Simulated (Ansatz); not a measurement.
# Simulated XPS, UPS and emission spectra of AgSbH2C2N2F6, part 4 of 4

Wanted: projected DOS of AgSbH2C2N2F6, weighted into photoemission and X-ray emission spectra, at several levels of theory. Spin–orbit coupling is left out of the bands throughout.

Ansatz 0.2.0; DFT, LDA, plane-wave PAW, default files, scalar-relativistic (the session's first sound run).

So far, gap on the path (eV): step 2 (self-consistent run, DOS and bands, LDA) 2.78; step 3 (with r²SCAN, r2SCAN) 3.34; step 4 (with RPBE) 2.98.

## (5) Another try

In this try the input is made faulty on purpose, to show what that does.

This step: DFT, LDA, plane-wave PAW, default files, scalar-relativistic; changed: hamiltonian.hubbard = {"sites": [{"species": "Ag", "l": "d", "u_eff": 20.0}]}, scf.max_iter = 50 (Ansatz 0.2.0).

The input, input.yaml:

```yaml
crystal:
  lattice:
    - [5.320154, 0.0, 0.0]
    - [0.0, 12.526935, 0.0]
    - [0.0, 0.0, 7.010653]
  atoms:
    - { symbol: Sb, position: [0.0, 0.0, 0.0] }
    - { symbol: Sb, position: [0.5, 0.5, 0.5] }
    - { symbol: Ag, position: [0.5, 0.0, 0.5] }
    - { symbol: Ag, position: [0.0, 0.5, 0.0] }
    - { symbol: F, position: [0.200525, 0.930762, 0.807556] }
    - { symbol: F, position: [0.799475, 0.069238, 0.807556] }
    - { symbol: F, position: [0.700525, 0.569238, 0.692444] }
    - { symbol: F, position: [0.299475, 0.430762, 0.692444] }
    - { symbol: F, position: [0.799475, 0.069238, 0.192444] }
    - { symbol: F, position: [0.200525, 0.930762, 0.192444] }
    - { symbol: F, position: [0.299475, 0.430762, 0.307556] }
    - { symbol: F, position: [0.700525, 0.569238, 0.307556] }
    - { symbol: F, position: [0.77598, 0.878896, 0.0] }
    - { symbol: F, position: [0.22402, 0.121104, 0.0] }
    - { symbol: F, position: [0.27598, 0.621104, 0.5] }
    - { symbol: F, position: [0.72402, 0.378896, 0.5] }
    - { symbol: "N", position: [0.714024, 0.859858, 0.5] }
    - { symbol: "N", position: [0.285976, 0.140142, 0.5] }
    - { symbol: "N", position: [0.214024, 0.640142, 0.0] }
    - { symbol: "N", position: [0.785976, 0.359858, 0.0] }
    - { symbol: C, position: [0.854259, 0.789418, 0.5] }
    - { symbol: C, position: [0.145741, 0.210582, 0.5] }
    - { symbol: C, position: [0.354259, 0.710582, 0.0] }
    - { symbol: C, position: [0.645741, 0.289418, 0.0] }
    - { symbol: H, position: [0.977731, 0.72072, 0.5] }
    - { symbol: H, position: [0.022269, 0.27928, 0.5] }
    - { symbol: H, position: [0.477731, 0.77928, 0.0] }
    - { symbol: H, position: [0.522269, 0.22072, 0.0] }
kpoints:
  mp_grid: { grid: [4, 2, 4] }
scf:
  occupations: { method: fermi_dirac, width: 0.02 }
  n_extra_bands: 40
  max_iter: 50
hamiltonian:
  xc: lda
  pseudopotentials: { kind: paw }
  hubbard: { sites: [{ species: Ag, l: d, u_eff: 20.0 }] }
output:
  forces: true
  stress: true
  dos:
    projected:
      site_lists:
        Sb1: [0, 1]
        Ag3: [2, 3]
        F5: [4, 5, 6, 7, 8, 9, 10, 11]
        F13: [12, 13, 14, 15]
        N17: [16, 17, 18, 19]
        C21: [20, 21, 22, 23]
        H25: [24, 25, 26, 27]
    de: 0.05
    e_range: [-30, 12]
    nscf_kmesh: { grid: [8, 4, 6] }
```

On the command line:

```console
> ansatz run input.yaml --threads 4 --pin off --max-ram 8192MiB --backend cpu --events-out ev --progress --plain --runs-dir out
```

Numbers of over 12 decimals in the logs are rounded to 6 here.

What it wrote:

```text
Sb: projections on atomic orbitals take those of the free atom [Kr] 4d10 5s2 5p3, of charge +0.00 (hamiltonian.pseudopotentials.projection_atoms); the dataset's partial waves leave at most 3.6e-6 of an orbital's norm unspanned inside its sphere
Ag: projections on atomic orbitals take those of the free atom [Ar 3d10] 4s2 4p6 4d10 5s1, of charge +0.00 (hamiltonian.pseudopotentials.projection_atoms); the dataset's partial waves leave at most 1.2e-5 of an orbital's norm unspanned inside its sphere
F: projections on atomic orbitals take those of the free atom [He] 2s2 2p5, of charge +0.00 (hamiltonian.pseudopotentials.projection_atoms); the dataset's partial waves leave at most 1.6e-8 of an orbital's norm unspanned inside its sphere
N: projections on atomic orbitals take those of the free atom [He] 2s2 2p3, of charge +0.00 (hamiltonian.pseudopotentials.projection_atoms); the dataset's partial waves leave at most 9.3e-9 of an orbital's norm unspanned inside its sphere
C: projections on atomic orbitals take those of the free atom [He] 2s2 2p2, of charge +0.00 (hamiltonian.pseudopotentials.projection_atoms); the dataset's partial waves leave at most 3.7e-9 of an orbital's norm unspanned inside its sphere
H: projections on atomic orbitals take those of the free atom 1s1, of charge +0.00 (hamiltonian.pseudopotentials.projection_atoms); the dataset's partial waves leave at most 1.2e-11 of an orbital's norm unspanned inside its sphere
[...]
Crystal: 28 atoms, lattice volume = 467.227 Å³
Basis set: ecut = 420 eV, 9123 PW (Γ)
Bands: 136, of which v1, the nominal top of the filled ones, is band 96 counted from 1 (95 counted from 0)
Symmetry: 8 space group operations
[...]
k-points: 18 of 32
[...]
SCF iter   1: F=—  HF=-39666.881670 eV  |F-HF|=—  |Δ(HF+E_count)|=         —  Δρ=1.40e-1  dr2=9.07e1  ethr=3.10e-3  ⟨swp⟩=6.1  Hψ=10593  notcnv=0  defer=72
[...]
SCF iter  12: F=-39633.878571 eV  HF=-39633.878571 eV  |F-HF|=9.39e-9  |Δ(HF+E_count)|=   5.94e-8  Δρ=3.78e-6  dr2=5.85e-8  ethr=5.21e-11  ⟨swp⟩=15.4  Hψ=15969  notcnv=0
SCF 1 converged in 12 iterations: F = -39633.878571 eV  dr2 = 5.85e-8
[...]
SCF converged after 12 iterations
Free energy (F): -39633.878571 eV
[...]
Internal energy: -39633.878571 eV  (E = F + TS)
E sigma→0 (E₀):  -39633.878571 eV
Fermi energy:    0.595472 eV
[...]
--- Forces (eV/Å), atoms counted from 1 ---
  atom   1  Sb    -0.00000000     0.00000000     0.00000000
  atom   2  Sb     0.00000000     0.00000000     0.00000000
  atom   3  Ag     0.00000000    -0.00000000     0.00000000
  atom   4  Ag    -0.00000000     0.00000000     0.00000000
  atom   5  F     -0.38557993     0.34434634     0.46269997
  atom   6  F      0.38557993    -0.34434634     0.46269997
  atom   7  F     -0.38557993    -0.34434634    -0.46269997
  atom   8  F      0.38557993     0.34434634    -0.46269997
  atom   9  F      0.38557993    -0.34434634    -0.46269997
  atom  10  F     -0.38557993     0.34434634    -0.46269997
  atom  11  F      0.38557993     0.34434634     0.46269997
  atom  12  F     -0.38557993    -0.34434634     0.46269997
  atom  13  F      0.36239849     0.54015265     0.00000000
  atom  14  F     -0.36239849    -0.54015265     0.00000000
  atom  15  F      0.36239849    -0.54015265     0.00000000
  atom  16  F     -0.36239849     0.54015265     0.00000000
  atom  17  N      1.56591231    -1.92458744     0.00000000
  atom  18  N     -1.56591231     1.92458744     0.00000000
  atom  19  N      1.56591231     1.92458744     0.00000000
  atom  20  N     -1.56591231    -1.92458744     0.00000000
  atom  21  C     -1.23180666     1.20418968     0.00000000
  atom  22  C      1.23180666    -1.20418968     0.00000000
  atom  23  C     -1.23180666    -1.20418968     0.00000000
  atom  24  C      1.23180666     1.20418968     0.00000000
  atom  25  H      0.38016044    -0.37204404     0.00000000
  atom  26  H     -0.38016044     0.37204404     0.00000000
  atom  27  H      0.38016044     0.37204404     0.00000000
  atom  28  H     -0.38016044    -0.37204404     0.00000000
  max |Σ_I F_I| component: 2.78e-16 eV/Å
--- Stress (GPa, compression-positive) ---
       -3.300149       0.000000       0.000000
        0.000000      -2.332449       0.000000
        0.000000       0.000000      -3.367444
  P = ⅓ Tr σ = -3.0000 GPa (-30.000 kbar)
--- Band table (eV; the first three rows and the last of 18) ---
  k-point 0: bands = [... 92 lower, -2.0885, -2.0614, -2.0337, -2.0071, 3.1599, 3.2063, 4.6729, 4.9942, ... 36 higher]
  k-point 1: bands = [... 92 lower, -2.1040, -2.0981, -2.0538, -2.0367, 3.1902, 3.2277, 4.7413, 4.9638, ... 36 higher]
  k-point 2: bands = [... 92 lower, -2.1097, -2.1097, -2.0993, -2.0993, 3.2357, 3.2357, 4.8715, 4.8715, ... 36 higher]
  k-point 17: bands = [... 92 lower, -2.0604, -2.0604, -1.9948, -1.9948, 3.4749, 3.4749, 4.9910, 4.9910, ... 36 higher]
Occupation matrices written to <dir>
```

Wall time 61 s (4 threads of INTEL XEON PLATINUM 8581C at 2.10GHz (Emerald Rapids), shared host); peak memory 4 GiB; 4 min of CPU time.

Residual by cycle:

cycle, log10 residual and a bar from the least value:
```
        1        2.0 ##############################
        2        1.1 ###########################
        3        0.5 #########################
        4       -0.2 #######################
        5       -0.9 #####################
        6       -2.0 #################
        7       -2.7 ###############
        8       -3.5 ############
        9       -4.7 ########
       10       -5.6 #####
       11       -6.6 ##
       12       -7.2
```

The run finished. A setting was moved off its sound value on purpose, so it serves as a test and not as the result.

The fault put into the input: an enormous or negative U (hamiltonian.hubbard).

Side by side:

| quantity | this run | sound run | difference |
| --- | --- | --- | --- |
| Fermi energy (eV) | 0.59547 | 1.8997 | -1.30 |
| pressure (GPa) | -3.0000 | -4.5825 | 1.58 |
| gap on the k-mesh (eV) | 5.1523 | 2.7808 | 2.37 |
| share of occupied states in no projected shell (of the occupied states in the window) | 0.0063 | 0.0072 | -9.0e-4 |

The two runs differ clearly in the gap on the k-mesh: 5.15 eV against 2.78 eV.

## (6) Summary of results

* least gap on the mesh and the path: 2.78 eV
* strongest listed peak within 13 eV of the zero, at 1486.7 eV: 1.3 eV binding, mostly Ag 4d
* strongest listed peak within 13 eV of the zero, at 21.2 eV: 3.2 eV binding, mostly F 2p
* Ag 4d centre of the filled part: -1.58 eV (9.8 states an atom)
* LDA (91 s on 4 threads): gap 2.78 eV, highest Al Kα peak within 13 eV at 1.3 eV (Ag 4d)
* r²SCAN (2.4 min on 4 threads): gap 3.34 eV, highest Al Kα peak within 13 eV at 1.3 eV (Ag 4d)
* RPBE (88 s on 4 threads): gap 2.98 eV, highest Al Kα peak within 13 eV at 1.3 eV (Ag 4d)

In words: AgSbH2C2N2F6 is an insulator or semiconductor at the base level (gap 2.78 eV), and its valence spectrum changes with photon energy as the shells' cross sections do. At 1486.7 eV the valence spectrum has its highest listed peak within 13 eV at 1.3 eV (Ag 4d). The shell named is the one with most of the intensity, cross sections included, not always the one with most states there. In the main run, from 1486.7 eV towards hard X-rays the F 2s share grows by 9 points, as its cross section falls more slowly with photon energy than those of the shells it gains on. With r²SCAN, the gap on the path moves from 2.78 to 3.34 eV. With RPBE, the gap on the path moves from 2.78 to 2.98 eV. At 21.2 eV the area is led by F 2p (56 %), at 5414.7 eV by F 2s (45 %), a shell that the model's window at 21.2 eV leaves out. These are Kohn–Sham levels; self-energy shifts and satellites are missing. Each run has its own recipe for the spectra (widths, photon energies, in some runs the light), so peak heights and places can differ between runs for that reason too. The structure comes from a computed Materials Project entry, not from a measurement. Semilocal Kohn–Sham gaps are too small as a rule. Spin–orbit coupling is left out, which matters for the heavy atoms here.

[Logs are printed without paths, hosts, clocks, repeated set-up lines and the standing remarks that a program may print on its own settings, such as how far it seeks lower states.]

[Hosts, paths, dates, database ids (printed as entryN), source tags and the programs' standing remarks are cut or masked in the printed files.]

[Maps of the electrostatic potential energy from Ansatz leave out the sawtooth potential of an applied field or a dipole correction, so their vacuum need not be flat; work functions include it.]

[Peak lists hold at most the 14 tallest peaks of each spectrum; further lines can be left out.]
